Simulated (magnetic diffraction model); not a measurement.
# Solving a magnetic structure from powder neutron data: Cr3FeNi2O8

Space group R-3m (no. 166), a = 5.9260 Å, c = 14.8320 Å.

```csv
site,atom,x,y,z
6c,Ni,2/3,1/3,0.7068
3a,Fe,0,0,0
9d,Cr,1/6,1/3,5/6
18h,O,0.8539,0.7078,0.9108
6c,O,0,0,0.7589
```

This is a made-up structure (elements placed in a structure type, unrelaxed), so the numbers test the method and describe no known phase.

Only Ni, Fe and Cr are taken to order (form factors of Ni2+, Fe3+ and Cr3+); orders and moment sizes are assumed, and not adapted to the symmetry. Radiation: neutrons of λ = 4.2 Å, 5° to 90°; isotropic B of 0.38 Å² (Ni), 0.35 Å² (Fe), 0.36 Å² (Cr) and 0.4 Å² (O). Simulated constant-wavelength pattern: nuclear and magnetic terms add, the magnetic one as |2.695 fm × Σ f S⊥ exp(2πi Q·r) exp(−B s²)|², summed over all Q at one angle with the factor 1/(sin²θ cos θ). For collinear order S is the moment m, which repeats by lattice and centring translations R with the sign exp(−2πi k·R). Free-ion form factors, Sears's scattering lengths of 1992, no absorption; a label names one of the reflections at its angle. The strongest nuclear line in the range is 100, and lines under 0.2 are left out.

Above the ordering temperature:

| 2θ (°) | index | I |
| --- | --- | --- |
| 50.27 | (0 0 3) | 16.9 |
| 51.32 | (1 0 1) | 19.1 |
| 59.69 | (0 1 2) | 17.4 |
| 88.65 | (1 0 4) | 100.0 |

Below it (cell unchanged):

| 2θ (°) | I |
| --- | --- |
| 24.52 | 22.1 |
| 49.07 | 348.0 |
| 50.27 | 16.9 |
| 51.32 | 19.1 |
| 59.69 | 17.4 |
| 65.51 | 86.9 |
| 79.16 | 5.8 |
| 79.98 | 51.8 |
| 88.65 | 100.0 |

**Question.** Find the propagation vector, then choose among these models:
A. collinear moments along [101], 1.9 μB on Ni, 4.47 μB on Fe and 2.83 μB on Cr; signs + at (2/3, 1/3, 0.7068), − at (2/3, 1/3, 0.9599), − at (0, 0, 0), + at (1/6, 1/3, 5/6), + at (1/6, 5/6, 5/6), + at (2/3, 5/6, 5/6)
B. collinear moments along [100], 1.9 μB on Ni, 4.47 μB on Fe and 2.83 μB on Cr; signs + at (2/3, 1/3, 0.7068), − at (2/3, 1/3, 0.9599), − at (0, 0, 0), + at (1/6, 1/3, 5/6), + at (1/6, 5/6, 5/6), + at (2/3, 5/6, 5/6)
C. collinear moments along [101], 1.9 μB on Ni, 4.47 μB on Fe and 2.83 μB on Cr; signs + at (2/3, 1/3, 0.7068), + at (2/3, 1/3, 0.9599), − at (0, 0, 0), + at (1/6, 1/3, 5/6), − at (1/6, 5/6, 5/6), − at (2/3, 5/6, 5/6)
D. collinear moments along [100], 1.9 μB on Ni, 4.47 μB on Fe and 2.83 μB on Cr; signs + at (2/3, 1/3, 0.7068), + at (2/3, 1/3, 0.9599), − at (0, 0, 0), + at (1/6, 1/3, 5/6), − at (1/6, 5/6, 5/6), − at (2/3, 5/6, 5/6)

The new lines index as (0 0 3/2) at 24.52°, (0 1 1/2) at 49.07°, (1 0 5/2) at 65.51° and (0 0 9/2) at 79.16°, that is as H ± k with k = (0 0 3/2). Half indices mean that the moments reverse under translations with k·R a half-integer, and the magnetic cell has twice the primitive volume.

Magnetic intensity, observed (below minus above) and for each model:

| 2θ (°) | index | observed | A | B | C | D |
| --- | --- | --- | --- | --- | --- | --- |
| 24.52 | (0 0 3/2) | 22.1 | 72.8 | 528.7 | 22.1 | 160.9 |
| 49.07 | (0 1 1/2) | 348.0 | 212.8 | 120.5 | 348.0 | 310.3 |
| 65.51 | (1 0 5/2) | 86.9 | 129.2 | 155.9 | 86.9 | 111.3 |
| 79.16 | (0 0 9/2) | 5.8 | 7.4 | 53.6 | 5.8 | 42.1 |
| 79.98 | (0 1 7/2) | 51.8 | 16.9 | 29.2 | 51.8 | 87.8 |

Model C matches.

The structure used: k = (0 0 3/2), collinear moments along [101], 1.9 μB on Ni, 4.47 μB on Fe and 2.83 μB on Cr; signs + at (2/3, 1/3, 0.7068), + at (2/3, 1/3, 0.9599), − at (0, 0, 0), + at (1/6, 1/3, 5/6), − at (1/6, 5/6, 5/6), − at (2/3, 5/6, 5/6).

[Logs are printed without paths, hosts, clocks, repeated set-up lines and the standing remarks that a program may print on its own settings, such as how far it seeks lower states.]
